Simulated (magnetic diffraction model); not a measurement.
**YbCuAg₂Br₆: the ordered moment from one line**

Space group Fm-3m (no. 225), a = 10.5000 Å.

| site | atom | x | y | z |
| --- | --- | --- | --- | --- |
| 4a | Yb | 0 | 0 | 0 |
| 8c | Ag | 1/4 | 3/4 | 3/4 |
| 24e | Br | 0 | 0 | 0.7398 |
| 4b | Cu | 1/2 | 0 | 0 |

This is a made-up structure (elements placed in a structure type, unrelaxed), so the numbers test the method and describe no known phase.

Only Yb is taken to order (form factors of Yb3+); orders and moment sizes are assumed, and not adapted to the symmetry. Radiation: neutrons of λ = 2.52 Å, 1.5° to 80°; isotropic B of 0.12 Å² (Yb), 0.12 Å² (Ag), 0.14 Å² (Br) and 0.18 Å² (Cu). The intensities are simulated: I ∝ L Σ (|F_N|² + |F_M⊥|²) for unpolarised neutrons, with F_M = 2.695 fm/μB × Σ f(s) S exp(2πi Q·r) exp(−B s²) at Q = H ± k (one set where k and −k are equivalent), only the part normal to Q counting and L = 1/(sin²θ cos θ). For a modulated order the moment at position r is S exp(−2πi k·r) + c.c., with S = m/2 for a sine wave of amplitude m and S = m(u + iv)/2 for moments turning in a plane, u and v being orthogonal unit vectors in it; the phase factor of the sum at Q = H + k is then exp(2πi H·r). Form factors are spin-only for 3d ions and dipole or tabulated for f ions, scattering lengths are Sears's of 1992, and absorption is left out. A label names one of the reflections at its angle. The strongest nuclear line in the range is 100, and lines under 0.2 are left out.

In a first state the assumed order is k = (0 0 1/3), moments turning in the plane of [001] and [010], 3.2 μB on Yb, with this pattern:

```
2θ (°)      index  nuclear  magnetic
  4.58  (0 0 1/3)      0.0      15.1
 21.63  (1 1 2/3)      0.0       3.8
 23.07  (0 0 5/3)      0.0       0.6
 23.99    (1 1 1)      0.5       0.0
 26.98  (1 1 4/3)      0.0       2.2
 27.77    (2 0 0)     33.7       0.0
 28.16  (2 0 1/3)      0.0       2.4
 32.52  (0 0 7/3)      0.0       0.3
 36.41  (2 0 5/3)      0.0       1.2
 39.68    (2 2 0)     24.9       0.0
 39.97  (2 2 1/3)      0.0       1.2
 42.47  (1 1 8/3)      0.0       0.8
 43.28  (2 0 7/3)      0.0       0.8
 45.64  (3 1 2/3)      0.0       1.8
 46.40  (2 2 5/3)      0.0       0.8
 46.91    (3 1 1)      3.3       0.0
```
(The table stops after 16 lines; 25 more lie at higher angle.)

**Question.** Nearer the ordering temperature the line at 4.58° has total intensity 3.8 on the same scale, and all moments have shrunk alike. How large is the Yb moment?

The nuclear part, 0.0, stays, so the magnetic part is 3.8 against 15.1. It goes as m², so m = 3.2 × √(3.8/15.1) = 1.61 μB; the value used was 1.6 μB.

[Logs are printed without paths, hosts, clocks, repeated set-up lines and the standing remarks that a program may print on its own settings, such as how far it seeks lower states.]
